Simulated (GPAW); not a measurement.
# STM contrast on ZrGe2P4 monolayer, part 2 of 2

Aim: Tersoff-Hamann images of ZrGe2P4 monolayer at several biases.

GPAW 26.7.0; GPAW, PAW setups; layer in a repeated cell with vacuum, relaxation of atoms and in-plane cell (the session's first sound run).

So far. Step 2 (Relaxation): The relaxation lowered the energy of the cell by 1.73 eV (energies extrapolated to zero smearing; the optimiser's log prints free energies). The largest force left on a free atom is 0.0075 eV/Å.

**3. The slab's potential (continued)**

Level of this step: GPAW, PAW setups; slab in vacuum (GPAW).

Tip height over the top atom over a1 and a2. Sample bias 1.5 V, constant current at the mean current 3.0 Å over the top atom.

Values in Å, 12 rows by 16 columns, each cell a mean:
```
3.11 3.10 3.08 3.05 3.02 2.97 2.94 2.92 2.92 2.95 2.99 3.03 3.06 3.09 3.11 3.12
3.10 3.08 3.05 3.01 2.97 2.93 2.91 2.91 2.92 2.95 2.99 3.03 3.07 3.09 3.10 3.10
3.05 3.03 2.99 2.95 2.92 2.89 2.89 2.89 2.92 2.95 2.99 3.03 3.05 3.07 3.08 3.07
3.01 2.98 2.94 2.91 2.89 2.88 2.88 2.89 2.92 2.95 2.98 3.01 3.03 3.04 3.04 3.03
2.95 2.93 2.91 2.90 2.89 2.88 2.89 2.90 2.92 2.94 2.97 2.98 2.99 3.00 2.99 2.98
2.93 2.92 2.91 2.91 2.91 2.91 2.91 2.92 2.93 2.94 2.95 2.96 2.96 2.96 2.95 2.94
2.95 2.95 2.95 2.96 2.96 2.95 2.95 2.94 2.94 2.94 2.93 2.93 2.93 2.93 2.94 2.94
2.99 3.00 3.00 3.01 3.00 2.99 2.98 2.96 2.95 2.93 2.93 2.93 2.93 2.94 2.96 2.97
3.05 3.06 3.06 3.06 3.05 3.03 3.00 2.98 2.95 2.93 2.93 2.94 2.95 2.98 3.00 3.03
3.08 3.09 3.09 3.08 3.07 3.04 3.01 2.98 2.95 2.93 2.94 2.96 2.98 3.01 3.04 3.07
3.11 3.11 3.11 3.09 3.07 3.04 3.00 2.97 2.94 2.94 2.96 2.99 3.02 3.06 3.08 3.10
3.12 3.12 3.10 3.08 3.05 3.02 2.98 2.95 2.93 2.94 2.97 3.01 3.05 3.08 3.10 3.12
```
Columns: a1 from 0 to 0.944; rows upwards: a2 from 0 to 0.944.

Local density of states summed over the bias window over a1 and a2. Sample bias 1.5 V, constant height 3.0 Å over the top atom.

Values in units of 1e-5 arbitrary, 12 rows by 16 columns, each cell a mean:
```
2.9 2.8 2.7 2.5 2.3 2.1 2.0 1.9 1.9 2.0 2.1 2.3 2.5 2.7 2.9 3.0
2.8 2.6 2.5 2.3 2.1 1.9 1.8 1.8 1.9 2.0 2.2 2.4 2.6 2.7 2.8 2.8
2.5 2.3 2.2 2.0 1.9 1.8 1.7 1.8 1.9 2.0 2.2 2.3 2.5 2.6 2.6 2.6
2.2 2.1 2.0 1.9 1.8 1.7 1.7 1.8 1.9 2.0 2.1 2.3 2.3 2.4 2.4 2.3
2.0 1.9 1.8 1.8 1.7 1.7 1.8 1.8 1.9 2.0 2.1 2.1 2.2 2.2 2.2 2.1
1.9 1.9 1.9 1.8 1.8 1.8 1.8 1.9 1.9 2.0 2.0 2.0 2.0 2.0 2.0 2.0
2.0 2.0 2.0 2.0 2.0 2.0 2.0 2.0 2.0 2.0 1.9 1.9 1.9 1.9 2.0 2.0
2.2 2.2 2.2 2.2 2.2 2.2 2.1 2.1 2.0 1.9 1.9 1.9 1.9 2.0 2.0 2.1
2.4 2.5 2.5 2.5 2.4 2.3 2.2 2.1 2.0 1.9 1.9 1.9 2.0 2.1 2.2 2.3
2.7 2.7 2.7 2.7 2.5 2.4 2.3 2.1 2.0 1.9 2.0 2.0 2.1 2.3 2.4 2.6
2.9 2.9 2.9 2.7 2.6 2.4 2.2 2.1 2.0 2.0 2.0 2.1 2.3 2.5 2.7 2.8
3.0 3.0 2.9 2.7 2.5 2.3 2.1 2.0 1.9 2.0 2.1 2.2 2.4 2.6 2.8 3.0
```
Columns: a1 from 0 to 0.944; rows upwards: a2 from 0 to 0.944.

The potential is flat to 9.1e-5 eV/Å where it is read, so the vacuum is wide enough.

**4. A changed run**

One more run, with changed settings.

Input file run.py:

```python
import json
import numpy as np
from ase import Atoms
from gpaw import GPAW, PW

slab = Atoms(
    ['P', 'Ge', 'P', 'Zr', 'P', 'Ge', 'P'],
    positions=[
        [0.00000, 0.00000, 9.00000],
        [-0.00000, 2.15720, 10.03934],
        [-0.00000, 2.15720, 12.38629],
        [0.00000, 0.00000, 13.87462],
        [-0.00000, 2.15720, 15.36297],
        [-0.00000, 2.15720, 17.70991],
        [0.00000, 0.00000, 18.74926]],
    cell=[[3.73638, 0.0, 0.0], [-1.86819, 3.2358, 0.0], [0.0, 0.0, 27.7493]],
    pbc=[True, True, True])

slab.calc = GPAW(mode=PW(400), xc='PBE', kpts={'size': (9, 9, 1), 'gamma': True},
                 occupations={'name': 'fermi-dirac', 'width': 0.05}, nbands='200%',
                 convergence={'density': 1e-05}, maxiter=100,
                 poissonsolver={'dipolelayer': 'xy'},
                 symmetry={'tolerance': 1e-3}, txt='slab.txt')
result = {}
energy = slab.get_potential_energy()
fermi = slab.calc.get_fermi_level()
v = slab.calc.get_electrostatic_potential().mean((0, 1)) - fermi
n = slab.calc.get_pseudo_density().mean((0, 1))
L = slab.cell[2, 2]
z = np.arange(len(v)) * L / len(v)
low, high = slab.positions[:, 2].min(), slab.positions[:, 2].max()
below, above = np.interp([low - 6.8, high + 6.8], z, v)
slopes = [np.interp(x, z, np.gradient(v, z)) for x in (low - 6.8, high + 6.8)]
eps = np.array([[slab.calc.get_eigenvalues(k, s) for k in range(len(slab.calc.get_ibz_k_points()))]
                for s in range(slab.calc.get_number_of_spins())]) - fermi
top, bottom = eps[eps < 0].max(), eps[eps > 0].min()
dipole = slab.get_dipole_moment()[2]
print(f'energy {energy:.4f} eV, Fermi level {fermi:.4f} eV, dipole {dipole:.5f} e A')
print(f'potential 6.8 A off the faces, from the Fermi level: lower {below:.4f} eV, upper {above:.4f} eV')
print(f'slope of the potential there: lower {slopes[0]:.5f}, upper {slopes[1]:.5f} eV/A')
print(f'nearest levels on the mesh: {top:.4f} and {bottom:.4f} eV')
print('magnetic moment', round(slab.get_magnetic_moment(), 3))
result.update(energy=energy, fermi=fermi, dipole=dipole, below=below, above=above, slopes=slopes, edges=[top, bottom],
              z=z.tolist(), v=v.tolist(), n=n.tolist(), positions=slab.positions.tolist(),
              forces=slab.get_forces(apply_constraint=False).tolist(), moments=slab.get_magnetic_moments().tolist())
json.dump(result, open('result.json', 'w'))
```

Run with:

```sh
> OMP_NUM_THREADS=1 OPENBLAS_NUM_THREADS=1 python run.py
```

Output:

```text
AssertionError
```

Wall time 0.96 s (1 thread of AMD EPYC 9R14 (Zen 4), shared host); peak memory 0.15 GiB.

The input was rejected at the start.

The fault put into the input: a dipole layer in a cell that repeats along the normal (pbc_z = true).

**5. Outcome**

- work function, upper and lower face: 5.592 and 5.577 eV
- dipole along the normal: 7.9e-4 e Å, near the numerical noise
- corrugation at -2 V: 0.535 Å
- corrugation at -1 V: 0.500 Å
- corrugation at 1.5 V: 0.248 Å

What this shows: The corrugation at constant current is largest at -2 V, where the tip height varies by 0.54 Å over the cell. Negative sample bias images filled states, positive bias empty ones. The images are of Tersoff-Hamann type: an s-wave tip, no tip-sample forces, heights closer than in a microscope. The starting lattice was a guess from atomic radii; the relaxation moved it by 4 %. The small printed dipole stands for a step of -12 meV from the lower to the upper face, and the probes find 15 meV; values this small are near the numerical noise of both. The layer's cell and atoms come from the relaxation; spin-orbit coupling and temperature are left out.

[Logs are printed without paths, hosts, clocks, repeated set-up lines and the standing remarks that a program may print on its own settings, such as how far it seeks lower states.]

[Hosts, paths, dates, database ids (printed as entryN), source tags and the programs' standing remarks are cut or masked in the printed files.]
